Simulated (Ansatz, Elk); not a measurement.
# Bonding as seen by X-rays: MgNiAg

Structure refinements treat a crystal as free atoms side by side. For a made-up structure of MgNiAg (cell and positions from a PBE relaxation) the runs below show what the calculated density changes in F(hkl).

Calculated with Elk 11.2.3 (patched build); DFT, PBE, all-electron APW+lo, Dirac cores, scalar-relativistic bands, static density, no spin.

This account leaves out most program logs.

The structure was built from a prototype and need not be the compound's stable phase.

## 1. The starting structure

The structure is trigonal, space group P3m1 (No. 156). The conventional cell has a = 2.893 Å, b = 2.893 Å, c = 6.537 Å, α = 90.00°, β = 90.00°, γ = 120.00°. Nearest to Ag lie 3 Ni at 2.73 Å and 6 Ag at 2.89 Å and 3 Mg at 2.92 Å. Nearest to Ni lie 3 Mg at 2.60 Å and 3 Ag at 2.73 Å and 6 Ni at 2.89 Å. Nearest to Mg lie 3 Ni at 2.60 Å and 6 Mg at 2.89 Å and 3 Ag at 2.92 Å. Farther neighbours are not listed.

## 2. Ground state and structure factors

An all-electron density is needed, since X-rays see the cores too. Task 0 finds the density and task 195 Fourier-transforms it; tshift is off so that phases refer to the origin typed.

File elk.in:

```
tasks
  0
  195

xctype
  20

spinpol
  .false.

rgkmax
  7.0

gmaxvr
  14.0

lmaxo
  7

lmaxapw
  8

swidth
  0.002

tshift
  .false.

ramdisk
  .false.

hmaxvr
  5.5

maxscl
  120

epspot
  1e-06

sppath
  './'

avec
  5.46715702067 -0.00000000000 -0.00000000000
  -2.73357851033 4.73469686637 0.00000000000
  -0.00000000000 0.00000000000 12.35250138517

atoms
  3
  'Ag.in'
  1
  0.3333333333 0.6666666667 0.9856402700   0.000000 0.000000 0.000000
  'Ni.in'
  1
  0.6666666667 0.3333333333 0.6559479532   0.000000 0.000000 0.000000
  'Mg.in'
  1
  0.0000000000 0.0000000000 0.3517117767   0.000000 0.000000 0.000000

ngridk
  9 9 4
```

Launch:

```
> OMP_NUM_THREADS=4 elk
```

It took 34 s on 4 threads of Arm Neoverse V1, shared host; peak memory 0.16 GiB; 1.9 min of CPU time.

SFACRHO.OUT:

```text

h k l indices transformed by vhmat matrix:
   1.000000000       0.000000000       0.000000000    
   0.000000000       1.000000000       0.000000000    
   0.000000000       0.000000000       1.000000000    

      h      k      l  multipl.   |H|            Re(F)            Im(F)           |F|

      0      0      0      1   0.0000000       87.000000     -0.14028382E-17   87.000000    
      0      0     -1      1  0.50865692       23.361828       17.480167       29.177581    
      0      0      1      1  0.50865692       23.361828      -17.480167       29.177581    
      0      0     -2      1   1.0173138       28.427056      -5.9494673       29.042963    
      0      0      2      1   1.0173138       28.427056       5.9494673       29.042963    
      0     -1      0      3   1.3270512      -21.395073       13.617555       25.361131    
      0      1      0      3   1.3270512      -21.395073      -13.617555       25.361131    
     -1      1      1      3   1.4211956      -30.169509       59.928855       67.094463    
      0     -1     -1      3   1.4211956      -4.8127857       25.004148       25.463117    
     -1      0      1      3   1.4211956      -4.8127857      -25.004148       25.463117    
     -1      0     -1      3   1.4211956      -30.169509      -59.928855       67.094463    
      0      0     -3      1   1.5259708       63.198295       11.059259       64.158644    
      0      0      3      1   1.5259708       63.198295      -11.059259       64.158644    
      1      0     -2      3   1.6721221      -37.329468       50.324012       62.657763    
      0      1      2      3   1.6721221      -37.329468      -50.324012       62.657763    
     -1      0     -2      3   1.6721221       6.0189839      -22.467950       23.260201    
      0     -1      2      3   1.6721221       6.0189839       22.467950       23.260201    
      0      1      3      3   2.0222887      -21.823860      -2.4756163       21.963824
```

Elk indexes on the primitive cell of elk.in and gives |H| = 4π sin θ/λ in inverse bohr. Below, one row stands for each form hkl of the conventional cell (m members, Friedel mates merged), F is for one primitive cell and the density is static (no thermal factor). Free-atom factors are Waasmaier and Kirfel's, and R is Σm||F|−|F'||/Σm|F|.

```csv
hkl,m,sin θ/λ (Å⁻¹),"abs F, DFT",neutral atoms,diff.,abs of complex diff.
001,2,0.076,29.178,29.247,-0.069,0.224
002,2,0.153,29.043,29.102,-0.059,0.303
100,6,0.200,25.361,25.527,-0.166,0.254
101,6,0.214,67.094,67.395,-0.300,0.301
011,6,0.214,25.463,25.600,-0.137,0.203
003,2,0.230,64.159,64.560,-0.402,0.402
012,6,0.252,62.658,62.955,-0.297,0.298
102,6,0.252,23.260,23.401,-0.140,0.143
013,6,0.304,21.964,22.019,-0.055,0.067
103,6,0.304,23.859,23.920,-0.061,0.076
004,2,0.306,22.881,22.906,-0.025,0.060
110,6,0.346,54.164,54.207,-0.042,0.042
111,12,0.354,19.709,19.705,+0.004,0.035
014,6,0.365,22.774,22.759,+0.015,0.072
```

## 3. The highest occupied states alone

An energy window below the Fermi level keeps the highest occupied states, to see at which angles they scatter; shallow core shells can lie inside it and anion s states outside. No new self-consistency is needed.

Edit elk.in of step 2 so:

```diff
@@ -1,3 +1,2 @@
 tasks
-  0
   195
@@ -40,2 +39,5 @@
 
+wsfac
+  -0.341120 0.510120
+
 sppath
```

Launch:

```
> OMP_NUM_THREADS=4 elk
```

The job ended after 5.9 s (4 threads; peak memory 0.16 GiB).

States within 15 eV below the Fermi level hold 23.00 electrons; any levels below the window count with the cores. Their amplitudes can exceed the total, where window and core parts have opposite phase:

```csv
hkl,sin θ/λ (Å⁻¹),"abs F, window","abs F, all"
001,0.076,8.297,29.178
002,0.153,6.486,29.043
100,0.200,5.489,25.361
101,0.214,9.949,67.094
011,0.214,5.070,25.463
003,0.230,9.031,64.159
012,0.252,8.086,62.658
102,0.252,4.421,23.260
013,0.304,3.515,21.964
103,0.304,3.182,23.859
```

## 4. Another functional

The difference from free atoms is small, so it is set against the change that PBEsol makes.

Edit elk.in of step 3 so:

```diff
@@ -1,2 +1,3 @@
 tasks
+  0
   195
@@ -4,3 +5,3 @@
 xctype
-  20
+  22
 
@@ -39,5 +40,2 @@
 
-wsfac
-  -0.341120 0.510120
-
 sppath
```

Launch:

```
> OMP_NUM_THREADS=4 elk
```

Wall time 34 s (4 threads); peak memory 0.16 GiB; 1.9 min of CPU time.

Against the first run R = 0.02 %; the largest change is -0.026 at 003.

## 5. Basis size

A smaller basis shows how fast F responds to it; the change is likely larger than the basis error of the first run, but doesn't show convergence.

Edit elk.in of step 4 so:

```diff
@@ -5,3 +5,3 @@
 xctype
-  22
+  20
 
@@ -11,3 +11,3 @@
 rgkmax
-  7.0
+  5.5
```

Launch:

```
> OMP_NUM_THREADS=4 elk
```

The job ended after 31 s (4 threads; peak memory 0.16 GiB).

Against the first run R = 0.02 %; the largest change is +0.058 at 104.

## 6. Basis size

The basis and the expansions that go with it are enlarged, to see whether the differences are converged.

Edit elk.in of step 5 so:

```diff
@@ -11,12 +11,12 @@
 rgkmax
-  5.5
+  8.5
 
 gmaxvr
-  14.0
+  18.0
 
 lmaxo
-  7
+  9
 
 lmaxapw
-  8
+  10
```

Launch:

```
> OMP_NUM_THREADS=4 elk
```

The job ended after 78 s (4 threads; peak memory 0.22 GiB; 4.4 min of CPU time).

Against the first run R = 0.01 %; the largest change is -0.009 at 113.

## 7. Settings against the effect

```csv
run,R against the first run (%),"R against neutral atoms, low angle (%)",wall time
"PBE, rgkmax 7",0.00,0.50,34 s
PBEsol,0.02,0.53,34 s
rgkmax 5.5,0.02,0.53,31 s
rgkmax 8.5 with larger expansions,0.01,0.49,78 s
```

## 8. Results

* R against neutral atoms, sin θ/λ < 0.3 Å⁻¹: 0.50 %
* R against neutral atoms, 0.3 to 0.81 Å⁻¹: 0.16 %

Independent neutral atoms miss the calculated amplitudes by R = 0.50 % below 0.3 Å⁻¹ and 0.16 % from there to 0.81 Å⁻¹; by shells, 0.24 % below 0.15 Å⁻¹ (1 form), 0.51 % 0.15 to 0.3 (7 forms), 0.13 % 0.3 to 0.45 (17 forms), 0.17 % above 0.45 (89 forms). Bonding, aspherical density and the tables' own atoms all enter these figures, and the runs don't part them. The largest change of an amplitude is -0.40 electrons, at 003. R counts amplitudes alone; phases shift too. The window's part falls from 23.0 electrons at the origin to at most 2.29 between 0.45 and 0.81 Å⁻¹, where compact states inside the window still scatter. Below 0.3 Å⁻¹ the changes that finished (PBEsol, rgkmax 5.5 and rgkmax 8.5 with larger expansions) move F by R = 0.04 % at most, against the 0.50 % that separates it from free atoms. The k-mesh has no finished test. These runs have no spin, though d or f shells may be open. Part of the difference isn't bonding: the tables are fits to free atoms and ions calculated by other methods than this functional. Thermal motion, anomalous dispersion and extinction are left out.

[Logs are printed without paths, hosts, clocks, repeated set-up lines and the standing remarks that a program may print on its own settings, such as how far it seeks lower states.]

[Hosts, paths, dates, database ids (printed as entryN), source tags and the programs' standing remarks are cut or masked in the printed files.]
